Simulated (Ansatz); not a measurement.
# How Al(110) screens a field, part 2 of 2

Wanted: the response of a Al(110) slab to a perpendicular field.

Ansatz 0.2.0; plane-wave DFT, r2SCAN, Ansatz PAW.

So far. Step 8 (Single point, field -0.2 V/Å): The dipole is -0.133 e·Å. Step 9 (Atoms held, field 0.4 V/Å): The dipole is 0.267 e·Å.

**10. The response**

This step: plane-wave DFT, r2SCAN, Ansatz PAW; screening of a field by a metal slab (Ansatz 0.2.0).

The dipoles give the slope, and the difference of two potentials shows where the field is screened.

This step gave:

```yaml
equivalent_conductor_thickness_p_eps_0ae: 10.39 Å
distance_between_the_outer_atoms: 7.159 Å
image_plane_upper_face: 1.534 Å
induced_electrons_on_the_upper_face_over_eps_0e: -1.016
image_plane_lower_face: 1.534 Å
induced_electrons_on_the_lower_face_over_eps_0e: 1.016
```

Dipole of the cell against applied field:

| applied field (V/Å) | dipole of the cell (e·Å) |
| --- | --- |
| -0.200 | -0.133 |
| -0.100 | -0.0666 |
| -0.050 | -0.0333 |
| 0.000 | 0 |
| 0.050 | 0.0333 |
| 0.100 | 0.0666 |
| 0.200 | 0.133 |
| 0.400 | 0.267 |

Local field over the applied field, running mean. From the potentials at -0.05 and 0.05 V/Å; running mean over 1.432 Å. Local field over applied field against z:

| z (Å) | local field over applied field |
| --- | --- |
| 5 | 0.991 |
| 6 | 0.941 |
| 7 | 0.720 |
| 8 | 0.238 |
| 9 | -0.00618 |
| 10 | 0.00331 |
| 11 | -0.00488 |
| 12 | 0.00355 |
| 13 | 8.2e-4 |
| 14 | -0.00113 |
| 15 | -4.5e-4 |
| 16 | -0.00679 |
| 17 | 0.168 |
| 18 | 0.656 |
| 19 | 0.923 |
| 20 | 0.987 |
| 21 | 0.998 |

Electrons, planar mean, per unit field. The induced electron density by z:

| z (Å) | induced electron density (e/Å³ per V/Å) |
| --- | --- |
| 4.5 | 2.8e-5 |
| 5.0 | 7.4e-5 |
| 5.5 | 1.9e-4 |
| 6.0 | 4.6e-4 |
| 6.5 | 0.00103 |
| 7.0 | 0.00202 |
| 7.5 | 0.00317 |
| 8.0 | 0.00339 |
| 8.5 | 0.00128 |
| 9.0 | -6.3e-4 |
| 9.5 | -2.9e-4 |
| 10.0 | 4.6e-4 |
| 10.5 | 1.5e-4 |
| 11.0 | -3.9e-4 |
| 11.5 | -1.2e-4 |
| 12.0 | 3.0e-4 |
| 12.5 | 7.9e-5 |
| 13.0 | -3.1e-4 |
| 13.5 | -6.2e-5 |
| 14.0 | 3.9e-4 |
| 14.5 | 6.2e-5 |
| 15.0 | -4.6e-4 |
| 15.5 | -3.1e-5 |
| 16.0 | 7.2e-4 |
| 16.5 | -4.2e-4 |
| 17.0 | -0.00297 |
| 17.5 | -0.00341 |
| 18.0 | -0.00241 |
| 18.5 | -0.00130 |
| 19.0 | -5.9e-4 |
| 19.5 | -2.5e-4 |
| 20.0 | -1.0e-4 |
| 20.5 | -3.9e-5 |
| 21.0 | -1.5e-5 |

By hand: between -0.05 and 0.05 V/Å the dipole changes by 0.06660 e·Å, a slope of 0.6660 e·Å²/V. A perfect conductor of thickness t has p = ε₀AEt, so t = 180.95 × 0.6660 / 11.598 = 10.39 Å (e/ε₀ = 180.95 V·Å, A in Å²). Less the 7.16 Å between the outer atoms, and halved, that puts each image plane 1.62 Å out.

The induced dipole is that of a conductor 10.39 Å thick.

**11. Varying the input**

This step: plane-wave DFT, r2SCAN, Ansatz PAW (Ansatz 0.2.0).

An input spoilt on purpose, to show how the run answers: it repeats the earlier run at 0.05 V/Å with scf.mixing_beta to 60, and scf.max_iter set to 60.

File input.yaml:

```yaml
crystal:
  lattice:
    - [4.05, 0.0, 0.0]
    - [0.0, 2.8637824638, 0.0]
    - [0.0, 0.0, 25.1594561595]
  atoms:
    - { symbol: Al, position: [0.5, 0.5, 0.357718384] }
    - { symbol: Al, position: [0.0, 0.0, 0.4146310304] }
    - { symbol: Al, position: [0.5, 0.5, 0.4715436768] }
    - { symbol: Al, position: [0.0, 0.0, 0.5284563232] }
    - { symbol: Al, position: [0.5, 0.5, 0.5853689696] }
    - { symbol: Al, position: [0.0, 0.0, 0.642281616] }
kpoints:
  mp_grid: { grid: [12, 18, 1] }
hamiltonian:
  xc: r2scan
scf:
  occupations: { method: fermi_dirac, width: 0.1 }
  convergence: { dr2_threshold: 1.0e-10 }
  mixing_beta: 60
  max_iter: 60
efield:
  axis: 3
  dipole_correction: true
  ramp_position: 0.97
  ramp_width: 0.06
  amplitude: 0.05
output:
  forces: true
  write_potential: true
  write_density: true
  volumetric_format: npy
```

Command:

```console
$ ansatz run input.yaml --threads 2 --pin off --max-ram 3072MiB --backend cpu --events-out ev --progress --plain --runs-dir out
```

Numbers of over 12 decimals in the logs are rounded to 6 here.

Log:

```text
Error: YAML parse error: error: line 20 column 3: unknown field `mixing_beta`, expected one of max_iter, algorithm, n_extra_bands, self_checks, convergence, lower_state_search, omitted_lower_state_checks, lower_solution_reach, mixing, occupations, eigensolver, initial_density, exx
  --> <input>:20:3
   |
18 |   occupations: { method: fermi_dirac, width: 0.1 }
19 |   convergence: { dr2_threshold: 1.0e-10 }
20 |   mixing_beta: 60
   |   ^ unknown field `mixing_beta`, expected one of max_iter, algorithm, n_extra_bands, self_checks, convergence, lower_state_search, omitted_lower_state_checks, lower_solution_reach, mixing, occupations, eigensolver, initial_density, exx
21 |   max_iter: 60
22 | efield:
   |
```

Wall time 0.02 s (2 threads of Arm Neoverse V1, shared host); peak memory 0.021 GiB; 0.02 s of CPU time.

The input was rejected at the start.

The program's message: “Error: YAML parse error: error: line 20 column 3: unknown field `mixing_beta`, expected one of max_iter, algorithm, n_extra_bands, self_checks, convergence, lower_state_search, omitted_lower_state_che …”

The fault put into the input: a keyword of another program.

**12. A changed input**

Another changed input: it repeats the earlier run at 0.05 V/Å with efield.dipole_correction from true to false.

input.yaml, as its differences from that of step 11:

```diff
@@ -19,7 +19,5 @@
   convergence: { dr2_threshold: 1.0e-10 }
-  mixing_beta: 60
-  max_iter: 60
 efield:
   axis: 3
-  dipole_correction: true
+  dipole_correction: false
   ramp_position: 0.97
```

Log:

```text
[...]
Crystal: 6 atoms, lattice volume = 291.807 Å³
Basis set: ecut = 500 eV, 7411 PW (Γ), exchange–correlation on 120×96×768 points (64 copies of the dense FFT grid, shifted against one another)
Bands: 15, of which v1, the nominal top of the filled ones, is band 9 counted from 1 (8 counted from 0)
Symmetry: 4 space group operations
k-points: 70 of 216
[...]
SCF iter   1: F=—  HF=-3240.712284 eV  |F-HF|=—  |Δ(HF+E_count)|=         —  Δρ=3.06e-3  dr2=7.88e-1  dr2_τ=2.01e-2  ethr=1.77e-3  p=0.000 e·Å  V_vac-E_F(+/−)=4.48/3.33 eV  ⟨swp⟩=8.7  Hψ=8257  notcnv=0
[...]
SCF iter   9: F=-3240.725377 eV  HF=-3240.725377 eV  |F-HF|=3.55e-11  |Δ(HF+E_count)|=  1.34e-10  Δρ=7.29e-8  dr2=3.20e-11  dr2_τ=1.46e-13  ethr=1.00e-12  p=0.057 e·Å  V_vac-E_F(+/−)=4.53/3.46 eV  ⟨swp⟩=12.0  Hψ=7501  notcnv=0
SCF 1 converged in 9 iterations: F = -3240.725377 eV  dr2 = 3.20e-11
[...]
SCF converged after 9 iterations
Free energy (F): -3240.725377 eV
[...]
Internal energy: -3240.616779 eV  (E = F + TS)
E sigma→0 (E₀):  -3240.671078 eV
Entropy (-TS):   -0.108598 eV (-18.100 meV/atom)
Fermi energy:    0.130639 eV
Dipole field:    D = 0.035179 V/Å  (p = 0.056731 e·Å, saw-weighted)
Work function:   not extracted (applied field tilts the vacuum); planar V_es + V_field profile in the machine report
[...]
--- Forces (eV/Å), atoms counted from 1 ---
  atom   1  Al     0.00000000     0.00000000     0.44706076
  atom   2  Al     0.00000000    -0.00000000    -0.11050595
  atom   3  Al     0.00000000     0.00000000     0.08993319
  atom   4  Al     0.00000000    -0.00000000    -0.09238212
  atom   5  Al     0.00000000     0.00000000     0.11250467
  atom   6  Al     0.00000000    -0.00000000    -0.44661009
  max |Σ_I F_I| component: 4.68e-7 eV/Å
--- Band table (eV; the first three rows and the last of 70) ---
  k-point 0: bands = [... 5 lower, -2.6356, -1.3809, -1.0501, -0.2700, 0.3361, 0.6112, 2.4897, 2.6527, ... 2 higher]
  k-point 1: bands = [... 5 lower, -2.5811, -1.3263, -0.9951, -0.2195, 0.3895, 0.6658, 2.5347, 2.6993, ... 2 higher]
  k-point 2: bands = [... 5 lower, -2.4176, -1.1627, -0.8331, -0.0746, 0.5458, 0.8298, 2.6478, 2.8298, ... 2 higher]
  k-point 69: bands = [... 5 lower, -3.2300, -2.7182, -2.7182, -1.3954, -1.3946, -0.2772, -0.2771, 1.5281, ... 2 higher]
```

The job ended after 45 s (2 threads; peak memory 1.1 GiB; 90 s of CPU time).

| quantity | this run | earlier run | difference |
| --- | --- | --- | --- |
| dipole along the normal (e·Å) | 0.05673 | 0.03330 | 0.023 |

With the dipole correction off, the periodic images add a field of their own to the typed one.

It moves by +0.0234 e·Å.

These numbers are not those of the isolated slab.

**13. Results**

```json
{
 "work function": "4.02 eV",
 "image plane, upper face": "1.53 Å",
 "induced electrons on the upper face over ε₀E": "-1.02",
 "equivalent conductor thickness p/(ε₀AE)": "10.4 Å"
}
```

In words: The induced charge has its centre 1.53 Å outside the outermost atoms; this is the plane from which a capacitor's gap or an image potential counts. The equivalent conductor thickness exceeds the distance between the outer atoms by 3.23 Å, about the sum of the two image-plane distances. The atoms are held at bulk positions with the tabulated experimental lattice constant.

[Logs are printed without paths, hosts, clocks, repeated set-up lines and the standing remarks that a program may print on its own settings, such as how far it seeks lower states.]

[Hosts, paths, dates, database ids (printed as entryN), source tags and the programs' standing remarks are cut or masked in the printed files.]

[Maps of the electrostatic potential energy from Ansatz leave out the sawtooth potential of an applied field or a dipole correction, so their vacuum need not be flat; planar profiles and work functions include it.]
